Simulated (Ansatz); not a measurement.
# A vacancy of Ge at several sites of amorphous Si0.9Ge0.1 (122 atoms)

At which site of amorphous Si0.9Ge0.1 (122 atoms) does a vacancy of Ge cost least, and what about the site decides it?

Main program and level: Ansatz 0.2.0; Kohn-Sham DFT, PBE, PAW (set soft_2), plane waves.

**1. The starting structure**

The cell holds 122 atoms: 110 Si and 12 Ge. Cell: a = 13.617 Å, b = 13.617 Å, c = 13.617 Å, α = 90.0°, β = 90.0°, γ = 90.0°. 122 atoms (110 Si, 12 Ge) placed at random at 2.6 g/cm³, melted at 3500 K for 10 ps at fixed volume with the Tersoff potential (Tersoff, Phys. Rev. B 39, 5566 (1989)). Quenched from 3100 K to 500 K at 200 K/ps and fixed volume, annealed at 1200 K for 50 ps, held 5 ps.

Limits known from the start: The quench rate of 200 K/ps is many orders above laboratory rates, so the cell is likely richer in defects and strain than a real sample. The starting topology of bonds comes from the classical model, and needn't be the one that DFT or experiment would give. The Brillouin zone is sampled at Γ only, in a cell whose shortest periodic width is 14 Å.

**2. Single point at the start**

The forces at the start show how far the geometry lies from a minimum of this functional.

The input, input.yaml:

```yaml
crystal:
  lattice:
    - [13.6169, 0.0, 0.0]
    - [0.0, 13.6169, 0.0]
    - [0.0, 0.0, 13.6169]
  atoms:
    - { symbol: Si, position: [0.602, 0.54251, 0.06878] }
    - { symbol: Si, position: [0.97, 0.29914, 0.23991] }
    - { symbol: Si, position: [0.51134, 0.74648, 0.51514] }
    - { symbol: Si, position: [0.25599, 0.75685, 0.62712] }
    - { symbol: Si, position: [0.6681, 0.44258, 0.62138] }
    - { symbol: Si, position: [0.57047, 0.91002, 0.34031] }
    - { symbol: Si, position: [0.18108, 0.62588, 0.31438] }
    - { symbol: Si, position: [0.50468, 0.94757, 0.70916] }
    - { symbol: Si, position: [0.26598, 0.77107, 0.35026] }
    - { symbol: Si, position: [0.29352, 0.56964, 0.19327] }
    - { symbol: Si, position: [0.43104, 0.71811, 0.3605] }
    - { symbol: Si, position: [0.73495, 0.59528, 0.59759] }
    - { symbol: Si, position: [0.11549, 0.0661, 0.36804] }
    - { symbol: Si, position: [0.64997, 0.8935, 0.13296] }
    - { symbol: Si, position: [0.72329, 0.87013, 0.57977] }
    - { symbol: Si, position: [0.96108, 0.68755, 0.46491] }
    - { symbol: Si, position: [0.42999, 0.53914, 0.29668] }
    - { symbol: Si, position: [0.29878, 0.20879, 0.01199] }
    - { symbol: Si, position: [0.41578, 0.37175, 0.22454] }
    - { symbol: Si, position: [0.1595, 0.2317, 0.58953] }
    - { symbol: Si, position: [0.00081, 0.57791, 0.33889] }
    - { symbol: Si, position: [0.4807, 0.71827, 0.83022] }
    - { symbol: Si, position: [0.72925, 0.59132, 0.81797] }
    - { symbol: Si, position: [0.71161, 0.74186, 0.71238] }
    - { symbol: Si, position: [0.19512, 0.01428, 0.93644] }
    - { symbol: Si, position: [0.97269, 0.65328, 0.74904] }
    - { symbol: Si, position: [0.42254, 0.24465, 0.69825] }
    - { symbol: Si, position: [0.8925, 0.06093, 0.04102] }
    - { symbol: Si, position: [0.96571, 0.61587, 0.17386] }
    - { symbol: Si, position: [0.41567, 0.09075, 0.93907] }
    - { symbol: Si, position: [0.32989, 0.91792, 0.70204] }
    - { symbol: Si, position: [0.55618, 0.92364, 0.53237] }
    [... 84 atom lines left out ...]
    - { symbol: Ge, position: [0.83254, 0.28813, 0.95776] }
    - { symbol: Ge, position: [0.95548, 0.87013, 0.46438] }
    - { symbol: Ge, position: [0.8613, 0.9737, 0.57651] }
    - { symbol: Ge, position: [0.03975, 0.87406, 0.17787] }
    - { symbol: Ge, position: [0.81477, 0.30053, 0.46971] }
    - { symbol: Ge, position: [0.14591, 0.2937, 0.19834] }
kpoints:
  mp_grid: { grid: [1, 1, 1] }
hamiltonian:
  xc: pbe
scf:
  occupations: { method: fermi_dirac, width: 0.025 }
output:
  forces: true
```

The run is started by

```console
$ ansatz run input.yaml --threads 8 --pin off --max-ram 15872MiB --backend cpu --events-out ev --progress --plain --runs-dir out
```

Log:

```text
Engine: ansatz 0.2.0, aarch64-unknown-linux-gnu
Pseudopotentials: kind: paw
Pseudopotential: Si, paw, valence charge 4, recommended cutoff 420 eV (normal), Si.paw.azcp
Pseudopotential: Ge, paw, valence charge 14, recommended cutoff 420 eV (normal), Ge.paw.azcp
[... 5 lines on functional and potentials left out ...]
Crystal: 122 atoms, lattice volume = 2524.845 Å³
Basis set: ecut = 420 eV, 49317 PW (Γ), exchange–correlation on 192×192×192 points (8 copies of the dense FFT grid, shifted against one another)
Bands: 426, of which v1, the nominal top of the filled ones, is band 304 counted from 1 (303 counted from 0)
Symmetry: 1 space group operations
Space group: P1 (ITA 1), of the structure as read, at distance tolerance 1.4e-4 Å
k-points: 1
[... 5 lines on functional and potentials left out ...]
Initial density: superposition of atomic densities (neutral atoms: chi_scale 0, normalization atom), corrected by the library's trained network
Initial wavefunctions: pseudopotential atomic-orbital guess
Functional: x = pbe(κ = 0.804, μ = 0.219515), c = pbe(β = 0.066725)
SCF iter   1: F=—  HF=-121437.900144 eV  |F-HF|=—  |Δ(HF+E_count)|=         —  Δρ=3.74e-3  dr2=1.54e0  ethr=1.77e-3  ⟨swp⟩=6.0  Hψ=1863  notcnv=0  defer=47
preconditioner: auto → Kerker (q_TF=auto, 2.152 Å⁻¹)  [metal: Δε(μ)=0.050 eV  Ē_g=7.467 eV  σ=0.025 eV  W_gap=0.46  n_scr=436 (ndim 8)  ℏωp=16.3 eV  f_vac=0.003  D(μ)=43.50/eV (n_scr^D=250)]
SCF iter   2: F=—  HF=-121437.773662 eV  |F-HF|=—  |Δ(HF+E_count)|=   1.26e-1  Δρ=2.06e-3  dr2=4.26e-1  ethr=2.53e-4  ⟨swp⟩=1.0  Hψ=490  notcnv=0  defer=92
SCF iter   3: F=—  HF=-121437.728466 eV  |F-HF|=—  |Δ(HF+E_count)|=   4.52e-2  Δρ=4.95e-4  dr2=2.13e-2  ethr=7.01e-5  ⟨swp⟩=2.0  Hψ=414  notcnv=0  defer=98
SCF iter   4: F=—  HF=-121437.728602 eV  |F-HF|=—  |Δ(HF+E_count)|=   1.36e-4  Δρ=2.62e-4  dr2=4.93e-3  ethr=3.50e-6  ⟨swp⟩=2.0  Hψ=633  notcnv=0  defer=98
SCF iter   5: F=—  HF=-121437.727603 eV  |F-HF|=—  |Δ(HF+E_count)|=   9.99e-4  Δρ=1.19e-4  dr2=1.46e-3  ethr=8.11e-7  ⟨swp⟩=2.0  Hψ=632  notcnv=0  defer=98
SCF iter   6: F=—  HF=-121437.727731 eV  |F-HF|=—  |Δ(HF+E_count)|=   1.27e-4  Δρ=4.24e-5  dr2=1.97e-4  ethr=2.41e-7  ⟨swp⟩=2.0  Hψ=628  notcnv=0  defer=98
SCF iter   7: F=—  HF=-121437.727755 eV  |F-HF|=—  |Δ(HF+E_count)|=   2.41e-5  Δρ=1.97e-5  dr2=4.36e-5  ethr=3.24e-8  ⟨swp⟩=2.0  Hψ=628  notcnv=0  defer=98
SCF iter   8: F=—  HF=-121437.727440 eV  |F-HF|=—  |Δ(HF+E_count)|=   3.15e-4  Δρ=8.40e-6  dr2=7.98e-6  ethr=7.18e-9  ⟨swp⟩=2.0  Hψ=728  notcnv=0  defer=98
SCF iter   9: F=—  HF=-121437.727442 eV  |F-HF|=—  |Δ(HF+E_count)|=   2.32e-6  Δρ=4.53e-6  dr2=1.43e-6  ethr=1.31e-9  ⟨swp⟩=2.0  Hψ=633  notcnv=0  defer=98
SCF iter  10: F=—  HF=-121437.727442 eV  |F-HF|=—  |Δ(HF+E_count)|=   1.28e-7  Δρ=2.60e-6  dr2=4.26e-7  ethr=2.35e-10  ⟨swp⟩=2.0  Hψ=633  notcnv=0  defer=98
SCF iter  11: F=—  HF=-121437.727442 eV  |F-HF|=—  |Δ(HF+E_count)|=   7.67e-9  Δρ=9.31e-7  dr2=1.00e-7  ethr=1.64e-11  ⟨swp⟩=2.0  Hψ=1305  notcnv=0
SCF iter  12: F=-121437.727442 eV  HF=-121437.727442 eV  |F-HF|=4.07e-10  |Δ(HF+E_count)|=   3.26e-8  Δρ=3.91e-7  dr2=1.41e-8  ethr=1.64e-11  ⟨swp⟩=3.0  Hψ=981  notcnv=0
SCF 1 converged in 12 iterations: F = -121437.727442 eV  dr2 = 1.41e-8
  greatest PAW one-centre occupation: 0.998 electrons in one spin orbital (limit 2), on the Ge atom at site 120 (counted from 0), in its partial waves of l = 2
SCF converged after 12 iterations
Free energy (F): -121437.727442 eV
Harris-Foulkes:  -121437.727442 eV  (|F-HF|=4.07e-10)
Internal energy: -121437.618031 eV  (E = F + TS)
E sigma→0 (E₀):  -121437.672737 eV
Entropy (-TS):   -0.109411 eV (-0.897 meV/atom)
Fermi energy:    6.484177 eV
--- Per-component energies (eV) ---
  E_band       = -1553.411579
  E_kinetic    = 5690.647674
  E_local      = -45647.708047  (includes V_loc(G=0)·N_el)
  E_nonlocal   = 7846.624474
  E_hartree    = 20209.463478
  E_xc         = -6946.379209
  E_vxc        = -5874.451305  (∫ρ·V_xc dr)
  E_paw        = -80609.925075  (= ΣΔE_a)
  E_vpaw       = -3987.456305  (= ΣTr[D̂ρ^β])
  E_aug_tail   = 0.004350  (compensation charges beyond the density's cutoff)
  E_ewald      = -21980.345677
  E_smearing   = -0.109411  (= −TS)
  E_closure    = 0.000000  (closes the sum)
  Σ components = -121437.727442   (vs F -121437.727442, Δ=0.00e0)
--- Forces (eV/Å), atoms counted from 1 ---
  atom   1  Si    -0.54060393    -0.49589598    -0.45750459
  atom   2  Si    -0.04196547    -1.03194296    -0.54512852
  atom   3  Si     0.73666997    -0.18928184    -0.79624979
  atom   4  Si     0.70834535     0.61234362     0.60590783
  atom   5  Si    -0.93978828    -0.92107336     0.45254385
  atom   6  Si     0.03564344     0.07018506    -0.28436911
  atom   7  Si    -0.56167715     0.04336911    -0.48762771
  atom   8  Si     0.17318027    -0.09237758     0.00014770
  atom   9  Si     0.44015380    -0.48316217    -1.06025364
  atom  10  Si    -0.55446284    -0.16429685     0.61616110
  atom  11  Si     0.07421885     0.05917060     0.14595814
  atom  12  Si    -0.31170435     1.30946855    -0.39694844
  atom  13  Si    -0.19942763     0.77434142    -0.50858851
  atom  14  Si    -0.11493778    -0.66089362    -0.25811515
[...]
atom 121  Ge     0.19921028     0.08760013    -0.68205424
  atom 122  Ge     0.03931943     0.52536091    -0.14244893
  max |Σ_I F_I| component: 1.13e-5 eV/Å
```

The job ended after 21 s (8 threads of Arm Neoverse V1, shared host; peak memory 3.2 GiB).

In the SCF lines HF is the Harris–Foulkes energy and dr2 the Hartree energy of the density residual, in eV; the loop may stop once dr2 is under the threshold and the program's other checks hold. Hψ counts applications of the Hamiltonian.

The r.m.s. force at the start is 0.53 eV/Å.

**3. Relaxation**

The atoms are relaxed in the fixed cell, aiming at the force tolerance of the input.

The input, input.yaml:

```yaml
crystal:
  lattice:
    - [13.6169, 0.0, 0.0]
    - [0.0, 13.6169, 0.0]
    - [0.0, 0.0, 13.6169]
  atoms:
    [... the 122 atom lines of step 2 ...]
kpoints:
  mp_grid: { grid: [1, 1, 1] }
hamiltonian:
  xc: pbe
scf:
  occupations: { method: fermi_dirac, width: 0.025 }
output:
  forces: true
relax:
  f_tol: 0.05
  max_steps: 120
```

Log:

```text
[...]
Crystal: 122 atoms, lattice volume = 2524.845 Å³
Basis set: ecut = 420 eV, 49317 PW (Γ), exchange–correlation on 192×192×192 points (8 copies of the dense FFT grid, shifted against one another)
Bands: 426, of which v1, the nominal top of the filled ones, is band 304 counted from 1 (303 counted from 0)
Symmetry: 1 space group operations
[...]
k-points: 1
[...]
SCF iter   1: F=—  HF=-121437.900145 eV  |F-HF|=—  |Δ(HF+E_count)|=         —  Δρ=3.74e-3  dr2=1.54e0  ethr=1.77e-3  ⟨swp⟩=6.0  Hψ=1863  notcnv=0  defer=47
[...]
SCF iter   6: F=—  HF=-121437.727393 eV  |F-HF|=—  |Δ(HF+E_count)|=   8.75e-5  Δρ=4.24e-5  dr2=2.00e-4  ethr=2.38e-7  ⟨swp⟩=2.0  Hψ=628  notcnv=0  defer=98
SCF iter   7: F=-121437.727417 eV  HF=-121437.727428 eV  |F-HF|=1.17e-5  |Δ(HF+E_count)|=   3.51e-5  Δρ=1.98e-5  dr2=4.39e-5  ethr=1.03e-8  ⟨swp⟩=2.0  Hψ=1362  notcnv=0
SCF 1 converged in 7 iterations: F = -121437.727417 eV  dr2 = 4.39e-5
[...]
relax step   1: F+E_penalty+E_count = -121437.72741661 eV  Δ(F+E_penalty+E_count) = +0.000e0 eV  max|allowed force component| = 1.793e0 eV/Å  Δτ_max = 0.0000 Å  (7 SCF iters, dr2 threshold 6.25e-5 eV, accepted)
[...]
relax step   2: F+E_penalty+E_count = -121442.63609916 eV  Δ(F+E_penalty+E_count) = -4.909e0 eV  max|allowed force component| = 7.511e-1 eV/Å  Δτ_max = 0.2000 Å  (6 SCF iters, dr2 threshold 1.00e-4 eV, accepted)
[...]
relax step   3: F+E_penalty+E_count = -121444.00495464 eV  Δ(F+E_penalty+E_count) = -1.369e0 eV  max|allowed force component| = 4.722e-1 eV/Å  Δτ_max = 0.1937 Å  (6 SCF iters, dr2 threshold 3.53e-5 eV, accepted)
relax step   4: F+E_penalty+E_count = -121444.39145418 eV  Δ(F+E_penalty+E_count) = -3.865e-1 eV  max|allowed force component| = 2.352e-1 eV/Å  Δτ_max = 0.2000 Å  (6 SCF iters, dr2 threshold 3.91e-5 eV, accepted)
relax step   5: F+E_penalty+E_count = -121444.61065879 eV  Δ(F+E_penalty+E_count) = -2.192e-1 eV  max|allowed force component| = 2.924e-1 eV/Å  Δτ_max = 0.1950 Å  (6 SCF iters, dr2 threshold 1.37e-5 eV, accepted)
relax step   6: F+E_penalty+E_count = -121444.81636174 eV  Δ(F+E_penalty+E_count) = -2.057e-1 eV  max|allowed force component| = 3.758e-1 eV/Å  Δτ_max = 0.2000 Å  (6 SCF iters, dr2 threshold 2.12e-5 eV, accepted)
relax step   7: F+E_penalty+E_count = -121445.03917679 eV  Δ(F+E_penalty+E_count) = -2.228e-1 eV  max|allowed force component| = 1.849e-1 eV/Å  Δτ_max = 0.1937 Å  (6 SCF iters, dr2 threshold 1.00e-4 eV, accepted)
relax step   8: F+E_penalty+E_count = -121445.23079606 eV  Δ(F+E_penalty+E_count) = -1.916e-1 eV  max|allowed force component| = 1.460e-1 eV/Å  Δτ_max = 0.1965 Å  (6 SCF iters, dr2 threshold 8.27e-6 eV, accepted)
relax step   9: F+E_penalty+E_count = -121445.35120477 eV  Δ(F+E_penalty+E_count) = -1.204e-1 eV  max|allowed force component| = 3.523e-1 eV/Å  Δτ_max = 0.1911 Å  (7 SCF iters, dr2 threshold 5.16e-6 eV, accepted)
relax step  10: F+E_penalty+E_count = -121445.49025818 eV  Δ(F+E_penalty+E_count) = -1.391e-1 eV  max|allowed force component| = 3.006e-1 eV/Å  Δτ_max = 0.1243 Å  (6 SCF iters, dr2 threshold 7.74e-5 eV, accepted)
relax step  11: F+E_penalty+E_count = -121445.66324972 eV  Δ(F+E_penalty+E_count) = -1.730e-1 eV  max|allowed force component| = 2.065e-1 eV/Å  Δτ_max = 0.1948 Å  (6 SCF iters, dr2 threshold 6.58e-5 eV, accepted)
relax step  12: F+E_penalty+E_count = -121445.82185714 eV  Δ(F+E_penalty+E_count) = -1.586e-1 eV  max|allowed force component| = 3.763e-1 eV/Å  Δτ_max = 0.1972 Å  (6 SCF iters, dr2 threshold 2.01e-5 eV, accepted)
relax step  13: F+E_penalty+E_count = -121446.02554095 eV  Δ(F+E_penalty+E_count) = -2.037e-1 eV  max|allowed force component| = 3.643e-1 eV/Å  Δτ_max = 0.1925 Å  (6 SCF iters, dr2 threshold 6.68e-5 eV, accepted)
relax step  14: F+E_penalty+E_count = -121446.13919336 eV  Δ(F+E_penalty+E_count) = -1.137e-1 eV  max|allowed force component| = 6.264e-1 eV/Å  Δτ_max = 0.1942 Å  (6 SCF iters, dr2 threshold 1.00e-4 eV, accepted)
relax step  15: F+E_penalty+E_count = -121446.24781507 eV  Δ(F+E_penalty+E_count) = -1.086e-1 eV  max|allowed force component| = 1.761e-1 eV/Å  Δτ_max = 0.1142 Å  (6 SCF iters, dr2 threshold 1.00e-4 eV, accepted)
relax step  16: F+E_penalty+E_count = -121446.24534852 eV  Δ(F+E_penalty+E_count) = +2.467e-3 eV  max|allowed force component| = 4.045e-1 eV/Å  Δτ_max = 0.2000 Å  (8 SCF iters, rejected (line search))
relax step  17: F+E_penalty+E_count = -121446.31310814 eV  Δ(F+E_penalty+E_count) = -6.529e-2 eV  max|allowed force component| = 7.844e-2 eV/Å  Δτ_max = 0.0988 Å  (8 SCF iters, accepted)
relax step  18: F+E_penalty+E_count = -121446.33976018 eV  Δ(F+E_penalty+E_count) = -2.665e-2 eV  max|allowed force component| = 8.201e-2 eV/Å  Δτ_max = 0.0980 Å  (8 SCF iters, accepted)
relax step  19: F+E_penalty+E_count = -121446.30957657 eV  Δ(F+E_penalty+E_count) = +3.018e-2 eV  max|allowed force component| = 1.843e-1 eV/Å  Δτ_max = 0.1500 Å  (9 SCF iters, rejected (line search))
[...]
relax step  20: F+E_penalty+E_count = -121446.35385702 eV  Δ(F+E_penalty+E_count) = -1.410e-2 eV  max|allowed force component| = 2.424e-2 eV/Å  Δτ_max = 0.0738 Å  (8 SCF iters, accepted)
SCF converged after 8 iterations
Free energy (F): -121446.353857 eV
[...]
Internal energy: -121446.340671 eV  (E = F + TS)
E sigma→0 (E₀):  -121446.347264 eV
Entropy (-TS):   -0.013186 eV (-0.108 meV/atom)
Fermi energy:    6.478027 eV
[...]
Σ components = -121446.353857   (vs F -121446.353857, Δ=0.00e0)
--- Forces (eV/Å), atoms counted from 1 ---
  atom   1  Si     0.00623288    -0.00141647    -0.00204163
  atom   2  Si     0.00145485    -0.00091512    -0.00887846
  atom   3  Si    -0.00003607    -0.00716038    -0.00034249
  atom   4  Si    -0.00218331     0.00765828     0.00618904
[...]
atom 122  Ge     0.00339345    -0.00061842    -0.00715941
  max |Σ_I F_I| component: 1.86e-5 eV/Å
--- Relaxed structure (20 steps of the walk, 18 accepted, 0 SCFs on fresh bases) ---
  F+E_penalty+E_count = -121446.35385702 eV   max|allowed force component| = 2.424e-2 eV/Å
  atoms:
    - { symbol: Si, position: [0.575834, 0.524866, 0.058633] }
    - { symbol: Si, position: [0.952578, 0.318339, 0.262247] }
    - { symbol: Si, position: [0.505911, 0.741492, 0.500278] }
    - { symbol: Si, position: [0.265503, 0.771119, 0.639319] }
[...]
- { symbol: Ge, position: [0.116604, 0.310040, 0.197849] }
```

Run time: 4.1 min. Hardware: 8 threads; peak memory 3.2 GiB; 31 min of CPU time.

The relaxation converged after 20 steps, 8.63 eV below its start, with a largest force component of 0.024 eV/Å.

(Continued in part 2 of 3.)

[Long decimals in the printed logs are rounded to 6 places.]

[Logs are printed without paths, hosts, clocks, repeated set-up lines and the standing remarks that a program may print on its own settings, such as how far it seeks lower states.]

[Hosts, paths, dates, database ids (printed as entryN), source tags and the programs' standing remarks are cut or masked in the printed files.]
